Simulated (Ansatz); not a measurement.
**Debugging a many-body input for Diamond (Fd-3m, 2 atoms a cell)**

What is wrong with this input for Diamond (Fd-3m, 2 atoms a cell)?

Method: G0W0 on PBE, plane waves, PAW; PAW set soft_1, in Ansatz 0.2.0.

### Step 1. The starting structure

The structure is cubic, space group Fd-3m (No. 227). The conventional cell has a = 3.567 Å, b = 3.567 Å, c = 3.567 Å, α = 90.00°, β = 90.00°, γ = 90.00°. Nearest to C lie 4 C at 1.54 Å.

Structure file:

```cif
data_structure
_symmetry_space_group_name_H-M 'Fd-3m:1'
_symmetry_Int_Tables_number 227
_cell_length_a 3.5667
_cell_length_b 3.5667
_cell_length_c 3.5667
_cell_angle_alpha 90.000
_cell_angle_beta 90.000
_cell_angle_gamma 90.000
_cell_volume 45.37
loop_
_atom_site_label
_atom_site_type_symbol
_atom_site_symmetry_multiplicity
_atom_site_Wyckoff_symbol
_atom_site_fract_x
_atom_site_fract_y
_atom_site_fract_z
_atom_site_occupancy
C1 C 8 b 0.00000 0.00000 0.50000 1
```

The cell and positions come from the Crystallography Open Database and are kept as given unless a step says otherwise.

### Step 2. First try

Input file input.yaml:

```yaml
crystal:
  lattice:
    - [0.0, 1.78337, 1.78337]
    - [1.78337, 0.0, 1.78337]
    - [1.78337, 1.78337, 0.0]
  atoms:
    - { symbol: C, position: [0.0, 0.0, 0.0] }
    - { symbol: C, position: [0.25, 0.25, 0.25] }
kpoints:
  mp_grid: { grid: [2, 2, 2] }
hamiltonian:
  xc: pbe
  pseudopotentials: { kind: paw, azcp: { folder: soft_1 } }
scf:
  occupations: { method: fixed }
gw:
  n_empty_bands: 18
  ecut_chi: 80
  qp_bands: [v2, c2]
  qp_kpoints: band_edges
  screening: { model: contour_deformation }
```

Run with:

```console
$ ansatz run input.yaml --threads 3 --pin off --max-ram 92160MiB --backend cuda --events-out ev --progress --plain --runs-dir out --devices 1 --max-vram 13GiB
```

Numbers of over 12 decimals in the logs are rounded to 6 here.

Output:

```text
GPUs: using 1 of 1 available (devices: 1).
Engine: ansatz 0.2.0, x86_64-unknown-linux-gnu
Pseudopotentials: kind: paw
Pseudopotential: C, paw, valence charge 4, recommended cutoff 420 eV (normal), soft_1/C.paw.azcp
Functional definition: PBE
  parameter kappa = 0.804
  parameter beta = 0.066725
  exchange = pbe_x(kappa = kappa, mu = beta*pi^2/3)
  correlation = pbe_c(beta = beta)
device memory: the entry about to start is reckoned to put 0.6 GiB on a device that reports 41.7 GiB free (of which the cap on the GPU budget leaves the run 13.0 GiB)
GPU FFT provider: cuFFT
GPU libraries: cuBLAS 13.8.2, cuFFT 12.4.0, cuSOLVER 12.3.4
Crystal: 2 atoms, lattice volume = 11.344 Å³
Basis set: ecut = 420 eV, 229 PW (Γ)
Bands: 8, of which v1, the nominal top of the filled ones, is band 4 counted from 1 (3 counted from 0)
Symmetry: 48 space group operations
Space group: Fd-3m (ITA 227), of the structure as read, at distance tolerance 2.2e-5 Å
k-points: 3 of 8
Non-local potential: C, projectors of the file, l = 0: 2, l = 1: 2, l = 2: 1
PAW form: soft (Blöchl's): semilocal exchange-correlation on the pseudo side does not see the compensation charge
PAW one-centre angular grid: C, 110 points (default); XC on 64 Gauss nodes
Initial density: superposition of atomic densities (chi_scale 0.1, normalization cell)
Initial wavefunctions: pseudopotential atomic-orbital guess
GPU buffer pool allocated for 5832 grid points (all kernels)
GPU transforms: local potential and band sums: pruned to the plane-wave sphere, on 18×18×18
Functional: x = pbe(κ = 0.804, μ = 0.219515), c = pbe(β = 0.066725)
SCF iter   1: F=—  HF=-499.318611 eV  |F-HF|=—  |Δ(HF+E_count)|=         —  Δρ=1.68e-1  dr2=2.30e0  ethr=3.10e-3  ⟨swp⟩=3.7  Hψ=139  notcnv=0  defer=3
preconditioner: auto → none  [insulator: Δε(μ)=5.561 eV  Ē_g=18.811 eV  n_scr=0 (ndim 8)  ℏωp=31.2 eV  f_vac=0.000  ε∞_Penn≈3.7]
SCF iter   2: F=—  HF=-498.519389 eV  |F-HF|=—  |Δ(HF+E_count)|=   7.99e-1  Δρ=6.82e-2  dr2=3.41e-1  ethr=3.10e-3  ⟨swp⟩=2.3  Hψ=68  notcnv=0  defer=4
SCF iter   3: F=—  HF=-498.427765 eV  |F-HF|=—  |Δ(HF+E_count)|=   9.16e-2  Δρ=6.71e-3  dr2=1.69e-3  ethr=3.10e-3  ⟨swp⟩=2.7  Hψ=44  notcnv=0  defer=4
SCF iter   4: F=—  HF=-498.428625 eV  |F-HF|=—  |Δ(HF+E_count)|=   8.59e-4  Δρ=3.84e-4  dr2=7.39e-6  ethr=2.11e-5  ⟨swp⟩=2.3  Hψ=42  notcnv=0  defer=5
SCF iter   5: F=-498.428626 eV  HF=-498.428626 eV  |F-HF|=8.44e-8  |Δ(HF+E_count)|=   1.35e-6  Δρ=3.09e-5  dr2=2.92e-8  ethr=1.25e-9  ⟨swp⟩=2.7  Hψ=122  notcnv=0
SCF 1 converged in 5 iterations: F = -498.428626 eV  dr2 = 2.92e-8
[...]
device memory: the entry about to start is reckoned to put 0.9 GiB on a device that reports 41.0 GiB free (of which the cap on the GPU budget leaves the run 13.0 GiB)
NSCF: frozen V_eff on 3 k-points
[...]
device memory: the entry about to start is reckoned to put 0.6 GiB on a device that reports 40.6 GiB free (of which the cap on the GPU budget leaves the run 13.0 GiB)
NSCF: frozen V_eff on 3 k-points
G₀W₀ screening: q 1/3
[... further progress lines ...]
device memory: the entry about to start is reckoned to put 0.2 GiB on a device that reports 40.6 GiB free (of which the cap on the GPU budget leaves the run 13.0 GiB)
NSCF: frozen V_eff on 1 k-points
device memory: the entry about to start is reckoned to put 0.2 GiB on a device that reports 40.5 GiB free (of which the cap on the GPU budget leaves the run 13.0 GiB)
NSCF: frozen V_eff on 1 k-points
SCF converged after 5 iterations
Free energy (F): -498.428626 eV
Harris-Foulkes:  -498.428626 eV  (|F-HF|=8.44e-8)
Internal energy: -498.428626 eV  (E = F + TS)
E sigma→0 (E₀):  -498.428626 eV
Fermi energy:    13.744307 eV
--- Per-component energies (eV) ---
  E_band       = 40.605998
  E_kinetic    = 188.735593
  E_local      = -116.353297  (includes V_loc(G=0)·N_el)
  E_nonlocal   = 44.143765
  E_hartree    = 28.989010
  E_xc         = -95.196060
  E_vxc        = -117.537221  (∫ρ·V_xc dr)
  E_paw        = -200.786323  (= ΣΔE_a)
  E_vpaw       = -16.360675  (= ΣTr[D̂ρ^β])
  E_aug_tail   = 0.000050  (compensation charges beyond the density's cutoff)
  E_ewald      = -347.961363
  E_smearing   = -0.000000  (= −TS)
  E_closure    = 0.000000  (closes the sum)
  Σ components = -498.428626   (vs F -498.428626, Δ=0.00e0)
--- Band table (eV) ---
  k-point 0: bands = ["-7.8999", "13.7443", "13.7443", "13.7443", "19.2433", "19.2433", "19.2433", "26.9880"]
  k-point 1: bands = ["-2.0677", "0.2044", "10.9030", "10.9030", "22.0967", "22.0967", "22.4977", "29.2906"]
  k-point 2: bands = ["0.8680", "0.8680", "7.3519", "7.3519", "18.3145", "18.3145", "30.5816", "30.5816"]
--- G₀W₀: contour deformation, 5 samples at zero and on the imaginary axis and 1 off it, 8 q-points, 18 empty bands' worth ---
  eigenvalues of the whole cell's RPA ε∞ on this k-mesh (on a slab, of 1 + 4πα/V) = 16.4358, 16.4358, 16.4358; static W/v taken at q = 0 is 0.060843
  bands read: the sum over 22 bands ends inside a degenerate multiplet in 1 slot, whose members it reads at an even weight; the widest, k=0: bands 22 to 23 (counted from 1) at 1/2 each
  gw.qp_kpoints: band_edges: 3 of 3 stored k-points solved, in 1 pass; an edge of the gap read off the rows below is read off those points alone
    ik  band        ε_KS         Σx   Σc(E_QP)       V_xc       Z   E_QP_lin       E_QP  E_QP is
     0     3     13.7443   -22.2341     4.3939   -17.8379  0.8177    13.7420    13.7420  root
     0     4     13.7443   -22.2341     4.3939   -17.8379  0.8177    13.7420    13.7420  root
     0     5     19.2433    -8.9090    -6.0771   -16.3222  0.8183    20.5914    20.5794  root
     0     6     19.2433    -8.9090    -6.0771   -16.3222  0.8183    20.5914    20.5794  root
     1     3     10.9030   -22.1576     4.6882   -17.3302  0.8103    10.7638    10.7639  root
     1     4     10.9030   -22.1576     4.6882   -17.3302  0.8103    10.7638    10.7639  root
     1     5     22.0967    -8.1519    -6.4097   -15.8506  0.8149    23.3974    23.3857  root
     1     6     22.0967    -8.1519    -6.4097   -15.8506  0.8149    23.3974    23.3857  root
     2     3      7.3519   -21.9780     5.1760   -16.4783  0.7934     7.0271     7.0282  root
     2     4      7.3519   -21.9780     5.1760   -16.4783  0.7934     7.0271     7.0282  root
     2     5     18.3145    -7.8562    -5.9260   -14.3342  0.8290    18.8682    18.8665  root
     2     6     18.3145    -7.8562    -5.9260   -14.3342  0.8290    18.8682    18.8665  root
```

It took 7.8 s on 1 × NVIDIA H100 80GB HBM3 (shared by 6 runs) with 3 threads of AMD EPYC 7R13 (Zen 3), shared host; peak memory 0.93 GiB.

**Diagnosis.**

The run ended normally, though the input holds a fault or crude settings.

The fault: G0W0 on a mesh far too coarse. So few points can't sample the density or the screening, and the band edges may lie elsewhere in the zone.

It printed a gap of 5.12 eV, which is an artefact of the settings.

### Step 3. A better input

Now the one-shot GW correction: screening in the RPA, then the self-energy of the levels asked for. This step takes PAW set soft_1 files.

Edit input.yaml of step 2 so:

```diff
@@ -9,3 +9,3 @@
 kpoints:
-  mp_grid: { grid: [2, 2, 2] }
+  mp_grid: { grid: [8, 8, 8] }
 hamiltonian:
@@ -16,4 +16,4 @@
 gw:
-  n_empty_bands: 18
-  ecut_chi: 80
+  n_empty_bands: 33
+  ecut_chi: 120
   qp_bands: [v2, c2]
```

Output:

```text
GPUs: using 1 of 1 available (devices: 1).
[...]
GPU FFT provider: cuFFT
GPU libraries: cuBLAS 13.8.2, cuFFT 12.4.0, cuSOLVER 12.3.4
Crystal: 2 atoms, lattice volume = 11.344 Å³
Basis set: ecut = 420 eV, 229 PW (Γ)
Bands: 8, of which v1, the nominal top of the filled ones, is band 4 counted from 1 (3 counted from 0)
Symmetry: 48 space group operations
[...]
k-points: 29 of 512
[...]
GPU buffer pool allocated for 5832 grid points (all kernels)
[...]
SCF iter   1: F=—  HF=-502.167542 eV  |F-HF|=—  |Δ(HF+E_count)|=         —  Δρ=1.39e-1  dr2=1.54e0  ethr=3.10e-3  ⟨swp⟩=4.0  Hψ=1373  notcnv=0  defer=47
[...]
SCF iter   5: F=-501.613649 eV  HF=-501.613649 eV  |F-HF|=6.66e-8  |Δ(HF+E_count)|=   2.09e-6  Δρ=3.58e-5  dr2=3.50e-8  ethr=1.25e-9  ⟨swp⟩=5.0  Hψ=1115  notcnv=0
SCF 1 converged in 5 iterations: F = -501.613649 eV  dr2 = 3.50e-8
[...]
0     3     13.3475   -20.0923     1.9366   -17.7677  0.8297    12.9589    12.9594  root
     0     4     13.3475   -20.0923     1.9366   -17.7677  0.8297    12.9589    12.9594  root
     0     5     18.9397   -10.2647    -4.8744   -16.3866  0.8298    20.1939    20.1871  root
     0     6     18.9397   -10.2647    -4.8744   -16.3866  0.8298    20.1939    20.1871  root
     1     3     12.6943   -20.0846     2.0883   -17.5688  0.8279    12.2661    12.2668  root
     1     4     12.6943   -20.0846     2.0883   -17.5688  0.8279    12.2661    12.2668  root
     1     5     19.7965   -10.1919    -5.1111   -16.5994  0.8266    21.1010    21.0930  root
     1     6     19.7965   -10.1919    -5.1111   -16.5994  0.8266    21.1010    21.0930  root
[...]
28     3      5.0186   -20.7255     4.2987   -15.4497  0.7904     4.0323     4.0416  root
    28     4      5.0186   -20.7255     4.2987   -15.4497  0.7904     4.0323     4.0416  root
    28     5     23.9675    -7.7279    -6.0540   -14.8953  0.8195    25.0900    25.0809  root
    28     6     23.9675    -7.7279    -6.0540   -14.8953  0.8195    25.0900    25.0809  root
[key lines of the parts left out:]
SCF converged after 5 iterations
Free energy (F): -501.613649 eV
Fermi energy:    13.347481 eV
```

Run time: 16 s. Hardware: 1 × NVIDIA H100 80GB HBM3 (shared by 6 runs) with 3 threads; peak memory 0.96 GiB.

This step gave:

```yaml
bands_summed: 37
rpa_eps_infinity_on_this_mesh_eigenvalues: 5.772, 5.772, 5.772
plane_waves_in_the_screening_matrix: 27
q_points_in_the_mesh: 512
g0w0_gap_on_the_mesh: 5.330 eV
k_of_the_valence_top: 0, 0, 0
k_of_the_conduction_bottom: 0, 0.375, 0.375
starting_gap_on_the_mesh: 4.141 eV
z_at_the_valence_top: 0.8297
z_at_the_conduction_bottom: 0.8405
least_direct_g0w0_gap_on_the_computed_points: 7.228 eV
```

The gap on the mesh goes from 4.14 eV to 5.33 eV, a correction of +1.19 eV. Between the two edge states, bare exchange in place of the xc potential would open the gap by 7.80 eV, and correlation takes back 6.61 eV.

### Step 4. Results

* first try: converged after 7.8 s
* better run: G0W0 gap on the mesh 5.33 eV (8×8×8 mesh, 33 empty bands, screening to 120 eV, PAW set soft_1 files)

In words: The second run differs in: mesh, empty bands and screening cutoff (eV). Bands and cutoff are finite, so the gap is not at the basis limit. The miss can reach some tenths of an eV and take either sign; the mesh is an error of its own.

[Paths, hosts, dates, memory and timing lines, banners, echoed tables and standing remarks are left out of the program output.]

[Logs are printed without paths, hosts, clocks, repeated set-up lines and the standing remarks that a program may print on its own settings, such as how far it seeks lower states.]

[Runs of the session that timed out or met a known fault of the program may be left out.]

[Cells called generated may have been cut or substituted from an entry of the Crystallography Open Database or the Materials Project.]

[Hosts, paths, dates, database ids (printed as entryN), source tags and the programs' standing remarks are cut or masked in the printed files.]
